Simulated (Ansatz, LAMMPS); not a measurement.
**A frame of liquid 66SiO2-6Al2O3-6FeO-9MgO-9CaO-3K2O (mol %) from 1700 K, run at 300 K (92 atoms): a short ab initio trajectory**

Aim: follow a frame of liquid 66SiO2-6Al2O3-6FeO-9MgO-9CaO-3K2O (mol %) from 1700 K, run at 300 K (92 atoms) for a short time with forces from DFT, then look at structure and electrons in the last frame.

Main program and level: Ansatz 0.2.0; Kohn-Sham DFT, PBE, PAW (set soft_2), plane waves.

### Step 1. Starting point

The cell holds 92 atoms: 21 Si, 4 Al, 2 Fe, 3 Mg, 3 Ca, 2 K and 57 O. Cell: a = 11.009 Å, b = 11.009 Å, c = 11.009 Å, α = 90.0°, β = 90.0°, γ = 90.0°. 92 atoms (21 Si, 4 Al, 2 Fe, 3 Mg, 3 Ca, 2 K, 57 O) placed at random at 2.54 g/cm³, melted at 3000 K for 20 ps at fixed volume with the Buckingham and Coulomb pair potential of Guillot and Sator (Geochim. Cosmochim. Acta 71, 1249 (2007)) with the boron terms of Wang et al. (J. Non-Cryst. Solids 498, 294 (2018)). Snapshot at the end of a hold of 10 ps at 1700 K and zero pressure.

What the set-up can't give: The network of bonds at the start is that of the classical potential that made the cell, and needn't be the one that DFT or experiment would give. The cell was made at 1700 K but the dynamics is set to 300 K: the trajectory isn't one at 1700 K. Without a Hubbard term or exact exchange, open shells on Fe are likely too delocalised. The Brillouin zone is sampled at Γ only, in a cell whose shortest periodic width is 11 Å.

### Step 2. Single point at the start

A single point comes first, to see the forces before anything moves.

Contents of input.yaml:

```yaml
crystal:
  lattice:
    - [11.00931, 0.0, 0.0]
    - [0.0, 11.00931, 0.0]
    - [0.0, 0.0, 11.00931]
  atoms:
    - { symbol: Si, position: [0.061, 0.10279, 0.64253] }
    - { symbol: Si, position: [0.45732, 0.48133, 0.46917] }
    - { symbol: Si, position: [0.033, 0.70114, 0.00249] }
    - { symbol: Si, position: [0.4598, 0.46796, 0.17371] }
    [... 82 atom lines left out ...]
    - { symbol: O, position: [0.35332, 0.26803, 0.79101] }
    - { symbol: O, position: [0.8188, 0.94606, 0.13121] }
    - { symbol: O, position: [0.13523, 0.48032, 0.29443] }
    - { symbol: O, position: [0.48085, 0.8806, 0.38784] }
    - { symbol: O, position: [0.43338, 0.33922, 0.44486] }
    - { symbol: O, position: [0.63321, 0.95161, 0.54223] }
magnetization:
  spin_polarized: true
kpoints:
  mp_grid: { grid: [1, 1, 1] }
hamiltonian:
  xc: pbe
scf:
  occupations: { method: gaussian, width: 0.05 }
  lower_state_search: "off"
output:
  forces: true
```

On the command line:

```
ansatz run input.yaml --threads 4 --pin off --max-ram 15872MiB --backend cpu --events-out ev --progress --plain --runs-dir out
```

Run time: 76 s. Hardware: 4 threads of Arm Neoverse V2, shared host; peak memory 2.8 GiB.

Numbers from this run:

| Item | Value |
| --- | --- |
| free energy | -71182.1532 eV |
| free energy per atom | -773.7191 eV/atom |
| SCF cycles | 45 |
| r.m.s. force component | 1.656 eV/Å |
| longest force | 7.026 eV/Å |
| Fermi energy | 4.802 eV |
| total moment | -8 μB |
| absolute moment | 8.121 μB |

The r.m.s. force component of 1.7 eV/Å sets the starting point.

Length of the force by element:

| element | coordination | atoms | mean length of the force (eV/Å) | spread | least | most |
| --- | --- | --- | --- | --- | --- | --- |
| Al | all | 4 | 3.93 | 0.340 | 3.40 | 4.26 |
| Ca | all | 3 | 1.08 | 0.635 | 0.593 | 1.98 |
| Fe | all | 2 | 0.481 | 0.0301 | 0.451 | 0.511 |
| K | all | 2 | 0.625 | 0.152 | 0.472 | 0.777 |
| Mg | all | 3 | 1.58 | 0.494 | 0.891 | 2.04 |
| O | all | 57 | 2.29 | 1.16 | 0.334 | 5.42 |
| Si | all | 21 | 3.44 | 1.63 | 0.549 | 7.03 |

### Step 3. Dynamics started at 300 K

A Langevin thermostat couples each atom to a heat bath, at the price of damped dynamics. The time step is 1.0 fs.

Edit input.yaml of step 2 so:

```diff
@@ -18 +18,8 @@
   forces: true
+md:
+  timestep: 1.0
+  n_steps: 100
+  ensemble: nvt_langevin
+  temperature: 300
+  initial_velocities: maxwell_boltzmann
+  seed: 5944
```

Wall time 55 min (4 threads); peak memory 2.8 GiB; 3.7 h of CPU time.

The program notes that it switched symmetry off.

Rows from the run:

| time (fs) | T (K) | potential (meV/atom) |
| --- | --- | --- |
| 0.0 | 297 | 0.0 |
| 7.0 | 693 | -53.2 |
| 13.0 | 906 | -89.4 |
| 20.0 | 902 | -99.0 |
| 27.0 | 895 | -112.3 |
| 33.0 | 854 | -116.1 |
| 40.0 | 856 | -125.5 |
| 47.0 | 872 | -133.9 |
| 53.0 | 918 | -149.5 |
| 60.0 | 843 | -150.5 |
| 67.0 | 717 | -140.8 |
| 73.0 | 711 | -146.0 |
| 80.0 | 699 | -154.2 |
| 87.0 | 697 | -160.1 |
| 93.0 | 646 | -160.0 |
| 100.0 | 642 | -170.2 |

Mean square displacement from the first frame to the last: Si 0.086 Å², Al 0.40 Å², Fe 0.17 Å², Mg 0.25 Å², Ca 0.13 Å², K 0.32 Å², O 0.26 Å².

The mean square displacement by time lag:

| time lag (fs) | Al (Å²) | Ca (Å²) | Fe (Å²) | K (Å²) | Mg (Å²) | O (Å²) | Si (Å²) |
| --- | --- | --- | --- | --- | --- | --- | --- |
| 1.0 | 1.3e-4 | 3.9e-5 | 3.6e-5 | 4.9e-5 | 8.3e-5 | 1.2e-4 | 6.7e-5 |
| 3.0 | 0.00114 | 3.5e-4 | 3.2e-4 | 4.4e-4 | 7.4e-4 | 0.00105 | 6.0e-4 |
| 5.0 | 0.00317 | 9.7e-4 | 8.8e-4 | 0.00121 | 0.00205 | 0.00290 | 0.00165 |
| 7.0 | 0.00620 | 0.00189 | 0.00172 | 0.00237 | 0.00399 | 0.00561 | 0.00318 |
| 9.0 | 0.0102 | 0.00311 | 0.00282 | 0.00390 | 0.00653 | 0.00909 | 0.00514 |
| 11.0 | 0.0150 | 0.00463 | 0.00417 | 0.00581 | 0.00964 | 0.0132 | 0.00744 |
| 13.0 | 0.0207 | 0.00643 | 0.00575 | 0.00809 | 0.0133 | 0.0180 | 0.0100 |
| 15.0 | 0.0271 | 0.00852 | 0.00756 | 0.0107 | 0.0174 | 0.0231 | 0.0127 |
| 17.0 | 0.0341 | 0.0109 | 0.00957 | 0.0137 | 0.0220 | 0.0286 | 0.0156 |
| 19.0 | 0.0416 | 0.0135 | 0.0118 | 0.0170 | 0.0270 | 0.0344 | 0.0184 |
| 21.0 | 0.0495 | 0.0163 | 0.0141 | 0.0207 | 0.0324 | 0.0404 | 0.0212 |
| 23.0 | 0.0578 | 0.0194 | 0.0166 | 0.0248 | 0.0381 | 0.0465 | 0.0239 |
| 25.0 | 0.0663 | 0.0228 | 0.0192 | 0.0291 | 0.0440 | 0.0527 | 0.0265 |
| 27.0 | 0.0750 | 0.0263 | 0.0220 | 0.0337 | 0.0500 | 0.0590 | 0.0291 |
| 29.0 | 0.0839 | 0.0301 | 0.0248 | 0.0387 | 0.0562 | 0.0654 | 0.0315 |
| 31.0 | 0.0930 | 0.0341 | 0.0278 | 0.0439 | 0.0625 | 0.0718 | 0.0339 |
| 33.0 | 0.102 | 0.0382 | 0.0308 | 0.0493 | 0.0689 | 0.0783 | 0.0362 |
| 35.0 | 0.111 | 0.0425 | 0.0340 | 0.0551 | 0.0752 | 0.0849 | 0.0385 |
| 37.0 | 0.121 | 0.0470 | 0.0372 | 0.0611 | 0.0815 | 0.0915 | 0.0408 |
| 39.0 | 0.131 | 0.0515 | 0.0405 | 0.0673 | 0.0878 | 0.0981 | 0.0430 |
| 41.0 | 0.140 | 0.0562 | 0.0439 | 0.0738 | 0.0940 | 0.105 | 0.0453 |
| 43.0 | 0.150 | 0.0609 | 0.0473 | 0.0805 | 0.100 | 0.111 | 0.0476 |
| 45.0 | 0.161 | 0.0657 | 0.0509 | 0.0874 | 0.106 | 0.118 | 0.0498 |
| 47.0 | 0.171 | 0.0705 | 0.0546 | 0.0945 | 0.112 | 0.125 | 0.0519 |
| 50.0 | 0.186 | 0.0776 | 0.0602 | 0.106 | 0.121 | 0.135 | 0.0551 |

Over the second half of 100 fs the temperature averages 738 K, falling from about 890 to 648 K (means over the first and last quarter of that half). From first frame to last Al has the largest mean square displacement, 0.40 Å² at the end; the farthest move is 1.01 Å. The mean temperature of 738 K lies well off the 300 K of the input, so the thermostat hasn't yet brought the run to equilibrium. The run spans 0.10 ps, too short for its means to be equilibrium values.

### Step 4. Local order late in the run

The g(r) is a mean over the second half.

Density 2.48 g/cm³, 14.50 Å³ an atom.

Mean of 14 frames. g(r), total and by pair (bins of 0.2 Å):

| r (Å) | total | O-O | O-Si | O-Al | O-Ca | O-Mg | O-Fe |
| --- | --- | --- | --- | --- | --- | --- | --- |
| 1.50 | 0.80 | 0.00 | 2.81 | 0.00 | 0.00 | 0.00 | 0.00 |
| 1.70 | 3.35 | 0.00 | 10.79 | 5.50 | 0.00 | 0.00 | 0.11 |
| 1.90 | 0.64 | 0.00 | 0.16 | 5.80 | 0.00 | 4.21 | 4.21 |
| 2.10 | 0.23 | 0.00 | 0.00 | 0.16 | 0.73 | 3.25 | 2.36 |
| 2.30 | 0.14 | 0.00 | 0.00 | 0.00 | 2.31 | 0.83 | 0.44 |
| 2.50 | 0.94 | 1.90 | 0.00 | 0.00 | 3.47 | 1.49 | 0.00 |
| 2.70 | 1.48 | 3.49 | 0.00 | 0.00 | 1.45 | 0.85 | 0.27 |
| 2.90 | 1.04 | 1.69 | 0.08 | 0.02 | 1.19 | 0.94 | 0.28 |
| 3.10 | 0.93 | 0.81 | 0.29 | 0.85 | 0.55 | 0.72 | 1.50 |
| 3.30 | 0.86 | 0.66 | 0.75 | 0.59 | 0.22 | 0.60 | 1.06 |
| 3.50 | 0.82 | 0.75 | 0.87 | 0.91 | 0.63 | 0.68 | 0.36 |
| 3.70 | 0.95 | 0.67 | 1.53 | 0.71 | 0.76 | 0.42 | 0.78 |
| 3.90 | 1.09 | 0.73 | 1.69 | 1.17 | 0.81 | 0.46 | 1.40 |
| 4.10 | 1.16 | 0.60 | 1.79 | 1.75 | 0.90 | 1.66 | 1.40 |
| 4.30 | 1.19 | 0.95 | 1.44 | 1.61 | 1.55 | 2.08 | 1.51 |
| 4.50 | 0.94 | 0.80 | 0.94 | 0.71 | 1.67 | 1.67 | 1.63 |
| 4.70 | 1.02 | 1.21 | 0.76 | 0.95 | 1.31 | 1.17 | 0.87 |
| 4.90 | 1.10 | 1.37 | 0.79 | 0.86 | 1.34 | 1.21 | 0.84 |
| 5.10 | 1.04 | 1.31 | 0.69 | 1.03 | 0.95 | 0.52 | 0.95 |
| 5.30 | 1.02 | 1.24 | 0.90 | 0.92 | 0.93 | 0.56 | 0.65 |

### Step 5. Single point at the last frame

The last frame is solved again with fuller output, to read the electronic structure of a thermally displaced geometry.

Contents of input.yaml:

```yaml
crystal:
  lattice:
    - [11.00931, 0.0, 0.0]
    - [0.0, 11.00931, 0.0]
    - [0.0, 0.0, 11.00931]
  atoms:
    - { symbol: Si, position: [0.08083, 0.07539, 0.64129] }
    - { symbol: Si, position: [0.45693, 0.47755, 0.44991] }
    - { symbol: Si, position: [0.03583, 0.71187, 0.01268] }
    - { symbol: Si, position: [0.45168, 0.45441, 0.14687] }
    [... 82 atom lines left out ...]
    - { symbol: O, position: [0.32064, 0.31133, 0.83033] }
    - { symbol: O, position: [0.81479, 0.95107, 0.15787] }
    - { symbol: O, position: [0.12079, 0.44876, 0.28108] }
    - { symbol: O, position: [0.49403, 0.859, 0.40658] }
    - { symbol: O, position: [0.42407, 0.3318, 0.47914] }
    - { symbol: O, position: [0.68538, 0.8902, 0.54421] }
magnetization:
  spin_polarized: true
kpoints:
  mp_grid: { grid: [1, 1, 1] }
hamiltonian:
  xc: pbe
scf:
  occupations: { method: gaussian, width: 0.05 }
  lower_state_search: "off"
output:
  forces: true
  stress: true
  populations: true
  dos:
    method: { smearing: { sigma: 0.1 } }
    de: 0.1
    projected: { site_lists: { Al: [Al], Ca: [Ca], Fe: [Fe], K: [K], Mg: [Mg] } }
  eigenvalues: true
  write_density: true
  write_potential: true
  volumetric_format: npy
  elf: true
```

Elapsed: 76 s, on 4 threads; peak memory 2.9 GiB; 5 min of CPU time.

The program notes that the exchange-correlation potential is rough where the density is thin.

The run gave:

- free energy: -71197.8059 eV
- free energy per atom: -773.8892 eV/atom
- SCF cycles: 40
- pressure: -2.183 GPa
- r.m.s. force component: 0.989 eV/Å
- longest force: 4.131 eV/Å
- Fermi energy: 5.666 eV
- levels partly filled by over 2 per cent: 2
- total moment: -8 μB
- absolute moment: 8.133 μB
- spilling of the projection: 0.01175

Length of the force by element:

| element | coordination | atoms | mean length of the force (eV/Å) | spread | least | most |
| --- | --- | --- | --- | --- | --- | --- |
| Al | all | 4 | 1.90 | 0.899 | 1.06 | 3.39 |
| Ca | all | 3 | 0.962 | 0.127 | 0.797 | 1.11 |
| Fe | all | 2 | 1.28 | 0.933 | 0.344 | 2.21 |
| K | all | 2 | 0.448 | 0.204 | 0.244 | 0.652 |
| Mg | all | 3 | 0.656 | 0.415 | 0.105 | 1.11 |
| O | all | 57 | 1.36 | 0.611 | 0.137 | 2.88 |
| Si | all | 21 | 2.21 | 0.814 | 0.988 | 4.13 |

Löwdin charges by element (they lack the spilled electrons, 0.070 e an atom on average):

| element | coordination | atoms | mean charge (e) | spread | least | most |
| --- | --- | --- | --- | --- | --- | --- |
| Al | all | 4 | 1.30 | 0.0296 | 1.25 | 1.33 |
| Ca | all | 3 | 1.78 | 0.0028 | 1.78 | 1.78 |
| Fe | all | 2 | 1.18 | 0.0206 | 1.16 | 1.20 |
| K | all | 2 | 0.894 | 1.0e-4 | 0.894 | 0.894 |
| Mg | all | 3 | 1.65 | 0.0108 | 1.63 | 1.66 |
| O | all | 57 | -0.854 | 0.0815 | -1.09 | -0.755 |
| Si | all | 21 | 1.69 | 0.0433 | 1.61 | 1.77 |

Magnetic moments by element:

| element | coordination | atoms | mean moment (μB) | spread | least | most |
| --- | --- | --- | --- | --- | --- | --- |
| Al | all | 4 | -3.0e-4 | 5.0e-4 | -0.0011 | 0 |
| Ca | all | 3 | -9.0e-4 | 4.0e-4 | -0.0015 | -6.0e-4 |
| Fe | all | 2 | -3.09 | 3.0e-4 | -3.09 | -3.09 |
| K | all | 2 | 0 | 0 | 0 | 0 |
| Mg | all | 3 | 0 | 0 | 0 | 0 |
| O | all | 57 | -0.009 | 0.0234 | -0.0965 | 7.0e-4 |
| Si | all | 21 | -5.0e-4 | 0.0011 | -0.0035 | 1.0e-4 |

Density of states as counts of states in windows of 1 eV (from the Fermi level), total and the larger projections:

| from (eV) | to (eV) | total up | total down | Fe d |
| --- | --- | --- | --- | --- |
| -18 | -17 | 1.9 | 1.9 | 0.0 |
| -17 | -16 | 0.0 | 0.0 | 0.0 |
| -16 | -15 | 1.8 | 1.8 | 0.0 |
| -15 | -14 | 4.1 | 4.1 | 0.0 |
| -14 | -13 | 0.0 | 0.0 | 0.0 |
| -13 | -12 | 0.9 | 0.9 | 0.0 |
| -12 | -11 | 5.8 | 5.8 | 0.0 |
| -11 | -10 | 5.5 | 5.6 | 0.0 |
| -10 | -9 | 7.1 | 7.2 | 0.0 |
| -9 | -8 | 12.8 | 13.2 | 0.1 |
| -8 | -7 | 14.4 | 14.4 | 0.4 |
| -7 | -6 | 21.1 | 22.2 | 0.6 |
| -6 | -5 | 30.6 | 31.7 | 1.3 |
| -5 | -4 | 34.2 | 34.0 | 1.4 |
| -4 | -3 | 29.2 | 28.9 | 2.0 |
| -3 | -2 | 9.4 | 14.1 | 3.3 |
| -2 | -1 | 0.0 | 3.1 | 1.6 |
| -1 | 0 | 2.0 | 0.0 | 1.8 |
| 0 | 1 | 6.5 | 0.3 | 5.4 |
| 1 | 2 | 2.5 | 0.7 | 1.3 |
| 2 | 3 | 5.7 | 6.2 | 0.1 |
| 3 | 4 | 12.9 | 13.4 | 0.1 |
| 4 | 5 | 17.5 | 16.9 | 0.1 |

Between -26 and -18 eV lie 128 more states.

The stored curve holds about 498 of the 548 electrons; the rest, give or take the few that broadening carries across the Fermi level, lie in deeper levels below its range.

Not all projections were asked for or kept, so they needn't add up to the total.

The levels nearest the highest filled one (over half full), pooled over k-points and spins:

| level less the highest filled one (eV) | occupation |
| --- | --- |
| -2.04 | 1 |
| -1.81 | 1 |
| -1.66 | 1 |
| -1.44 | 1 |
| -0.726 | 1 |
| 0 | 0.95 |
| 0.117 | 0.05 |
| 0.355 | 0 |
| 0.601 | 0 |
| 0.720 | 0 |
| 0.745 | 0 |
| 0.841 | 0 |

Mean Löwdin charges: Al +1.30, Ca +1.78, Fe +1.18, K +0.89, Mg +1.65, O -0.85 e (they miss 1.2 % of the electrons, so they add up to more than the cell's charge). The cell holds a total moment of -8.00 μB; no search proves this magnetic order the lowest.

### Step 6. Outcome

```json
{
 "mean temperature, second half": "738.2 K",
 "temperature swing, second half": "91.23 K",
 "free energy per atom": "-773.8892 eV/atom",
 "pressure": "-2.183 GPa",
 "r.m.s. force component": "0.989 eV/Å",
 "wall time of the 3 DFT runs": "58 min"
}
```

Over the second half of 100 fs the temperature averages 738 K, falling from about 890 to 648 K (means over the first and last quarter of that half). The mean temperature of 738 K lies well off the 300 K of the input, so the thermostat hasn't yet brought the run to equilibrium. The run spans 0.10 ps, too short for its means to be equilibrium values. 2 levels are partly filled by over 2 % (at Γ alone), and the list of levels jumps by 0.73 eV between -0.73 and +0.00 eV: the Fermi level sits among few, sparse states, as in an open d or f shell, at a band edge, among defect levels or in a metal whose levels bunch into shells on a coarse mesh. The cell holds a total moment of -8.00 μB; no search proves this magnetic order the lowest.

What to keep in mind: In the spin-polarised runs the search for a state of lower energy was switched off. The run was spin polarised, started with 2 parallel moments, ending at -8.0 μB in the cell; that starting order needn't be the real material's, and it bears on forces, charges and levels. The pressure of -2.2 GPa is that of one thermal frame at a volume set beforehand, without the kinetic term.

[Logs are printed without paths, hosts, clocks, repeated set-up lines and the standing remarks that a program may print on its own settings, such as how far it seeks lower states.]

[Hosts, paths, dates, database ids (printed as entryN), source tags and the programs' standing remarks are cut or masked in the printed files.]
